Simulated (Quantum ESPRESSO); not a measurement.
# Grüneisen parameters and expansion of ZnS (F-43m), part 3 of 9

Which modes of ZnS drive its thermal expansion?

Experimental results on record:
- bulk modulus 71.4 GPa near room temperature (given in “High-Throughput Prediction of Finite-Temperature Properties using the Quasi-Harmonic Approximation”, 2016, arXiv:1603.06924)

Quantum ESPRESSO 7.5; DFT PBE, scalar-relativistic, plane waves, GBRV ultrasoft pseudopotentials.

So far. Step 2 (A first coarse run): The start is under 1.9 GPa at this level and looks like an insulator or semiconductor on this mesh. Step 3 (Relaxation): After the last step pw.x solved the final cell once more on a basis chosen for it, which moves the energy without moving the atoms.

The database entry behind the starting cell differs from later determinations by our own check (about 0.1 % short), so it need not match the best structure at ambient conditions.

## Step 4: Self-consistent run

A tight ground state at this cell gives the energy of this member; its pressure is the stress at this cutoff, which can carry an offset from the finite basis.

scf.in

```
&CONTROL
  calculation = 'scf'
  prefix      = 'x'
  outdir      = './tmp'
  pseudo_dir  = './pseudo'
  tprnfor     = .true.
  tstress     = .true.
/
&SYSTEM
  ibrav       = 0
  nat         = 2
  ntyp        = 2
  ecutwfc     = 45.0
  ecutrho     = 270.0
  occupations = 'fixed'
  nbnd        = 15
/
&ELECTRONS
  conv_thr         = 1.0d-12
  mixing_beta      = 0.7
  electron_maxstep = 100
/
ATOMIC_SPECIES
 Zn     65.3800  Zn.upf
 S      32.0600  S.upf
CELL_PARAMETERS angstrom
     0.000000000    2.719587246    2.719587246
     2.719587246    0.000000000    2.719587246
     2.719587246    2.719587246    0.000000000
ATOMIC_POSITIONS crystal
 Zn     0.250000000   0.250000000   0.250000000
 S      0.000000000   0.000000000   0.000000000
K_POINTS automatic
 12 12 12 0 0 0
```

Command:

```bash
OMP_NUM_THREADS=1 mpirun -n 8 pw.x -nk 8 -in scf.in > scf.out
```

Output:

```text
[banner, memory and clock lines left out]
Program PWSCF v.7.5

     Message from routine setup:
     using ibrav=0 with symmetry is DISCOURAGED, use correct ibrav instead

     G-vector sticks info

     bravais-lattice index     =            0
     lattice parameter (alat)  =       7.2680  a.u.
     unit-cell volume          =     271.4786 (a.u.)^3
     number of atoms/cell      =            2
     number of atomic types    =            2
     number of electrons       =        26.00
     number of Kohn-Sham states=           15
     kinetic-energy cutoff     =      45.0000  Ry
     charge density cutoff     =     270.0000  Ry
     scf convergence threshold =      1.0E-12
     mixing beta               =       0.7000
     number of iterations used =            8  plain     mixing
     Exchange-correlation=  SLA  PW   PBX  PBC
                           (   1   4   3   4   0   0   0)

     celldm(1)=   7.268033  celldm(2)=   0.000000  celldm(3)=   0.000000
     celldm(4)=   0.000000  celldm(5)=   0.000000  celldm(6)=   0.000000

     crystal axes: (cart. coord. in units of alat)
               a(1) = (   0.000000   0.707107   0.707107 )
               a(2) = (   0.707107   0.000000   0.707107 )
               a(3) = (   0.707107   0.707107   0.000000 )

     reciprocal axes: (cart. coord. in units 2 pi/alat)
               b(1) = ( -0.707107  0.707107  0.707107 )
               b(2) = (  0.707107 -0.707107  0.707107 )
               b(3) = (  0.707107  0.707107 -0.707107 )

     PseudoPot. # 1 for Zn read from file:
     ./pseudo/Zn.upf
     Pseudo is Ultrasoft, Zval = 20.0
     Using radial grid of  943 points,  6 beta functions with:
                l(1) =   0
                l(2) =   0
                l(3) =   1
                l(4) =   1
                l(5) =   2
                l(6) =   2
     Q(r) pseudized with  8 coefficients,  rinner =    1.100   1.100   1.100
                                                       1.100   1.100

     PseudoPot. # 2 for S  read from file:
     ./pseudo/S.upf
     Pseudo is Ultrasoft + core correction, Zval =  6.0
     Using radial grid of  907 points,  6 beta functions with:
                l(1) =   0
                l(2) =   0
                l(3) =   1
                l(4) =   1
                l(5) =   2
                l(6) =   2
     Q(r) pseudized with  8 coefficients,  rinner =    1.300   1.300   1.300
                                                       1.300   1.300

     atomic species   valence    mass     pseudopotential
     Zn               20.00    65.38000     Zn( 1.00)
     S                 6.00    32.06000     S ( 1.00)

     24 Sym. Ops. (no inversion) found

   Cartesian axes

     site n.     atom                  positions (alat units)
         1        Zn     tau(   1) = (   0.3535534   0.3535534   0.3535534  )
         2        S      tau(   2) = (   0.0000000   0.0000000   0.0000000  )

     number of k points=    72
                       cart. coord. in units 2pi/alat
        k(    1) = (   0.0000000   0.0000000   0.0000000), wk =   0.0011574
        k(    2) = (   0.0589256   0.0589256  -0.0589256), wk =   0.0092593
        k(    3) = (   0.1178511   0.1178511  -0.1178511), wk =   0.0092593
        k(    4) = (   0.1767767   0.1767767  -0.1767767), wk =   0.0092593
        k(    5) = (   0.2357023   0.2357023  -0.2357023), wk =   0.0092593
        k(    6) = (   0.2946278   0.2946278  -0.2946278), wk =   0.0092593
        k(    7) = (  -0.3535534  -0.3535534   0.3535534), wk =   0.0046296
        k(    8) = (   0.1178511   0.0000000  -0.0000000), wk =   0.0069444
        k(    9) = (   0.1767767   0.0589256  -0.0589256), wk =   0.0277778
        k(   10) = (   0.2357023   0.1178511  -0.1178511), wk =   0.0277778
        k(   11) = (   0.2946278   0.1767767  -0.1767767), wk =   0.0277778
        k(   12) = (   0.3535534   0.2357023  -0.2357023), wk =   0.0277778
        k(   13) = (  -0.2946278  -0.4124790   0.4124790), wk =   0.0277778
        k(   14) = (  -0.2357023  -0.3535534   0.3535534), wk =   0.0277778
        k(   15) = (  -0.1767767  -0.2946278   0.2946278), wk =   0.0277778
        k(   16) = (  -0.1178511  -0.2357023   0.2357023), wk =   0.0277778
[...]
k(   65) = (  -0.2357023  -0.4714045   0.7071068), wk =   0.0277778
        k(   66) = (  -0.1767767  -0.4124790   0.6481812), wk =   0.0555556
        k(   67) = (  -0.1178511  -0.3535534   0.5892557), wk =   0.0277778
        k(   68) = (  -0.1178511  -0.4714045   0.7071068), wk =   0.0277778
        k(   69) = (  -0.0589256  -0.4124790   0.6481812), wk =   0.0555556
        k(   70) = (   0.0000000  -0.3535534   0.5892557), wk =   0.0277778
        k(   71) = (  -0.7071068   0.2357023   0.0000000), wk =   0.0138889
        k(   72) = (  -0.7071068   0.3535534   0.0000000), wk =   0.0069444

     Dense  grid:    20179 G-vectors     FFT dimensions: (  40,  40,  40)

     Smooth grid:    11017 G-vectors     FFT dimensions: (  32,  32,  32)

     Initial potential from superposition of free atoms

     starting charge      25.9998, renormalised to      26.0000
     Starting wfcs are   17 randomized atomic wfcs

     per-process dynamical memory:    26.4 Mb

     Self-consistent Calculation

     iteration #  1     ecut=    45.00 Ry     beta= 0.70
     Davidson diagonalization with overlap
     ethr =  1.00E-02,  avg # of iterations =  3.6

     Threshold (ethr) on eigenvalues was too large:
     Diagonalizing with lowered threshold

     Davidson diagonalization with overlap
     ethr =  4.01E-04,  avg # of iterations =  2.0

     total energy              =    -485.72763028 Ry
     estimated scf accuracy    <       0.10437846 Ry

     iteration #  2     ecut=    45.00 Ry     beta= 0.70
     Davidson diagonalization with overlap
     ethr =  4.01E-04,  avg # of iterations =  2.3

     total energy              =    -485.75262155 Ry
     estimated scf accuracy    <       0.08248610 Ry

     iteration #  3     ecut=    45.00 Ry     beta= 0.70
     Davidson diagonalization with overlap
     ethr =  3.17E-04,  avg # of iterations =  2.0

     total energy              =    -485.77040157 Ry
     estimated scf accuracy    <       0.00273881 Ry

     iteration #  4     ecut=    45.00 Ry     beta= 0.70
     Davidson diagonalization with overlap
     ethr =  1.05E-05,  avg # of iterations =  3.4

     total energy              =    -485.77105137 Ry
     estimated scf accuracy    <       0.00018716 Ry

     iteration #  5     ecut=    45.00 Ry     beta= 0.70
     Davidson diagonalization with overlap
     ethr =  7.20E-07,  avg # of iterations =  2.7

[...]
-118.3506 -72.5200 -72.5199 -72.5199  -5.6369   0.3321   0.3321   0.7274
     0.7274   0.8940   1.3139   5.6405   5.6405   9.7454  13.3927

          k = 0.1179 0.0000-0.0000 (  1391 PWs)   bands (ev):

  -118.3507 -72.5199 -72.5199 -72.5199  -6.4632   0.2130   0.2382   0.2382
     0.6913   0.7035   5.8995   6.2938   6.2938   9.1428  12.5130

          k = 0.1768 0.0589-0.0589 (  1394 PWs)   bands (ev):

  -118.3507 -72.5200 -72.5199 -72.5199  -6.3495   0.2121   0.2608   0.2621
     0.6850   0.7077   5.0881   6.0827   6.1658   9.7487  12.3138

          k = 0.2357 0.1179-0.1179 (  1378 PWs)   bands (ev):

  -118.3506 -72.5199 -72.5199 -72.5198  -6.1594   0.2356   0.2939   0.2946
     0.6837   0.7129   4.0355   5.8504   5.9686  10.1654  12.5250

          k = 0.2946 0.1768-0.1768 (  1385 PWs)   bands (ev):

  -118.3506 -72.5200 -72.5199 -72.5199  -5.9332   0.2884   0.3223   0.3574
     0.6937   0.7209   3.0009   5.6576   5.7226  10.2231  13.0018

          k = 0.3536 0.2357-0.2357 (  1387 PWs)   bands (ev):

  -118.3507 -72.5201 -72.5199 -72.5199  -5.7307   0.3201   0.3399   0.5276
     0.7214   0.7285   2.1001   5.4954   5.5461  10.1515  13.0977

          k =-0.2946-0.4125 0.4125 (  1391 PWs)   bands (ev):

  -118.3507 -72.5201 -72.5199 -72.5199  -5.6194   0.3319   0.3458   0.6907
     0.7286   0.8678   1.4551   5.3370   5.5370  10.1020  13.0883

          k =-0.2357-0.3536 0.3536 (  1391 PWs)   bands (ev):

  -118.3507 -72.5201 -72.5199 -72.5199  -5.6432   0.3334   0.3412   0.6780
     0.7175   0.7888   1.6269   5.2783   5.6314  10.1176  13.1681

          k =-0.1768-0.2946 0.2946 (  1393 PWs)   bands (ev):

  -118.3507 -72.5201 -72.5199 -72.5199  -5.7922   0.3246   0.3259   0.4594
     0.7008   0.7314   2.3807   5.3330   5.8103  10.1880  13.3238

          k =-0.1179-0.2357 0.2357 (  1381 PWs)   bands (ev):

  -118.3506 -72.5199 -72.5199 -72.5199  -6.0103   0.2924   0.2998   0.3217
     0.6886   0.7180   3.3336   5.4984   6.0358  10.2337  13.2209

          k =-0.0589-0.1768 0.1768 (  1379 PWs)   bands (ev):

[...]
k =-0.0000-0.1179 0.1179 (  1395 PWs)   bands (ev):

[...]
k = 0.2357 0.0000-0.0000 (  1383 PWs)   bands (ev):

[...]
k = 0.2946 0.0589-0.0589 (  1374 PWs)   bands (ev):

[...]
k = 0.3536 0.1179-0.1179 (  1384 PWs)   bands (ev):

[...]
k = 0.4125 0.1768-0.1768 (  1384 PWs)   bands (ev):

[...]
k =-0.2357-0.4714 0.4714 (  1384 PWs)   bands (ev):

[...]
k =-0.1768-0.4125 0.4125 (  1389 PWs)   bands (ev):

[...]
k =-0.1179-0.3536 0.3536 (  1381 PWs)   bands (ev):

[...]
k =-0.0589-0.2946 0.2946 (  1383 PWs)   bands (ev):

[...]
k = 0.0000-0.2357 0.2357 (  1372 PWs)   bands (ev):

[...]
k = 0.3536 0.0000 0.0000 (  1387 PWs)   bands (ev):

[...]
k = 0.4125 0.0589-0.0589 (  1382 PWs)   bands (ev):

[...]
k = 0.4714 0.1179-0.1179 (  1381 PWs)   bands (ev):

[...]
k =-0.1768-0.5303 0.5303 (  1383 PWs)   bands (ev):

[...]
k =-0.1179-0.4714 0.4714 (  1392 PWs)   bands (ev):

[...]
k =-0.0589-0.4125 0.4125 (  1380 PWs)   bands (ev):

[...]
k = 0.0000-0.3536 0.3536 (  1368 PWs)   bands (ev):

[...]
k = 0.4714 0.0000-0.0000 (  1379 PWs)   bands (ev):

[...]
k = 0.5303 0.0589-0.0589 (  1385 PWs)   bands (ev):

[...]
k =-0.1179-0.5893 0.5893 (  1378 PWs)   bands (ev):

[...]
k =-0.0589-0.5303 0.5303 (  1379 PWs)   bands (ev):

[...]
k = 0.5893 0.0000-0.0000 (  1379 PWs)   bands (ev):

[...]
k = 0.0000-0.5893 0.5893 (  1380 PWs)   bands (ev):

[...]
k =-0.7071 0.0000 0.0000 (  1362 PWs)   bands (ev):

[...]
k = 0.2357 0.1179 0.0000 (  1383 PWs)   bands (ev):

[...]
k = 0.2946 0.1768-0.0589 (  1375 PWs)   bands (ev):

[...]
k = 0.3536 0.2357-0.1179 (  1388 PWs)   bands (ev):

[...]
k = 0.3536 0.1179 0.0000 (  1375 PWs)   bands (ev):

[...]
k = 0.4125 0.1768-0.0589 (  1388 PWs)   bands (ev):

[...]
k = 0.0000-0.2357 0.3536 (  1385 PWs)   bands (ev):

[...]
k = 0.4714 0.1179-0.0000 (  1379 PWs)   bands (ev):

[...]
k =-0.1179-0.5893 0.7071 (  1379 PWs)   bands (ev):

[...]
k =-0.0589-0.5303 0.6482 (  1382 PWs)   bands (ev):

[...]
k =-0.0000-0.4714 0.5893 (  1378 PWs)   bands (ev):

[...]
k =-0.7071 0.1179-0.0000 (  1384 PWs)   bands (ev):

[...]
k =-0.2357-0.4714 0.7071 (  1380 PWs)   bands (ev):

  -118.3506 -72.5200 -72.5199 -72.5199  -5.5854   0.3173   0.3948   0.5101
     0.7213   0.7724   2.5596   4.1172   5.0174  11.6813  11.9127

          k =-0.1768-0.4125 0.6482 (  1384 PWs)   bands (ev):

  -118.3506 -72.5200 -72.5200 -72.5199  -5.4593   0.3491   0.4189   0.5984
     0.7143   0.8882   2.1296   3.8281   4.7670  11.7513  12.3378

          k =-0.1179-0.3536 0.5893 (  1400 PWs)   bands (ev):

  -118.3507 -72.5201 -72.5200 -72.5200  -5.4118   0.3534   0.4340   0.6497
     0.6902   0.9986   1.8938   3.7520   4.6614  11.7623  12.3966

          k =-0.1179-0.4714 0.7071 (  1388 PWs)   bands (ev):

  -118.3506 -72.5201 -72.5200 -72.5200  -5.4013   0.3204   0.4629   0.5746
     0.7280   0.9247   2.1580   3.8824   4.3614  11.4854  11.7898

          k =-0.0589-0.4125 0.6482 (  1387 PWs)   bands (ev):

  -118.3506 -72.5201 -72.5200 -72.5200  -5.3532   0.3455   0.4759   0.6233
     0.6951   1.0391   1.9903   3.6518   4.2456  11.7142  12.3941

          k = 0.0000-0.3536 0.5893 (  1388 PWs)   bands (ev):

  -118.3506 -72.5201 -72.5200 -72.5200  -5.3751   0.3552   0.4563   0.6505
     0.6769   1.0119   2.0161   3.5665   4.4324  11.8850  12.5888

          k =-0.7071 0.2357 0.0000 (  1396 PWs)   bands (ev):

  -118.3507 -72.5201 -72.5200 -72.5200  -5.3321   0.3185   0.5027   0.5889
     0.7209   1.0362   1.9872   3.9428   3.9570  11.3396  11.7718

          k =-0.7071 0.3536 0.0000 (  1384 PWs)   bands (ev):

  -118.3506 -72.5200 -72.5200 -72.5200  -5.3307   0.3547   0.4908   0.6462
     0.6627   1.0786   1.9828   3.8240   3.8419  12.1802  12.4147

     highest occupied, lowest unoccupied level (ev):     6.4806    8.5013

!    total energy              =    -485.77107027 Ry
     estimated scf accuracy    <          1.6E-13 Ry

     The total energy is the sum of the following terms:
     one-electron contribution =    -457.13051549 Ry
     hartree contribution      =     235.25245241 Ry
     xc contribution           =     -50.68545665 Ry
     ewald contribution        =    -213.20755054 Ry

     convergence has been achieved in  12 iterations

     Forces acting on atoms (cartesian axes, Ry/au):

     atom    1 type  1   force =     0.00000000    0.00000000    0.00000000
     atom    2 type  2   force =     0.00000000    0.00000000    0.00000000

     Total force =     0.000000     Total SCF correction =     0.000000

     Computing stress (Cartesian axis) and pressure

          total   stress  (Ry/bohr**3)                   (kbar)     P=       -0.33
  -0.00000227  -0.00000000   0.00000000           -0.33       -0.00        0.00
  -0.00000000  -0.00000227  -0.00000000           -0.00       -0.33       -0.00
   0.00000000  -0.00000000  -0.00000227            0.00       -0.00       -0.33

     XML data file, charge density, pseudopotentials, collected wavefunctions
```

Wall time 5.2 s (8 MPI ranks of Arm Neoverse V1, shared host); 41 s of CPU time.

This step gave:

```
pressure : -0.033 GPa
```

On a basis chosen for the relaxed cell the pressure is -0.033 GPa, small enough for phonons.

[end of part 3 of 9]

[Logs are printed without paths, hosts, clocks, repeated set-up lines and the standing remarks that a program may print on its own settings, such as how far it seeks lower states.]

[Hosts, paths, dates, database ids (printed as entryN), source tags and the programs' standing remarks are cut or masked in the printed files.]

[A step with changed settings may run another functional than the one named; its input shows which.]

[Of the runs on displaced cells, only some may be shown.]
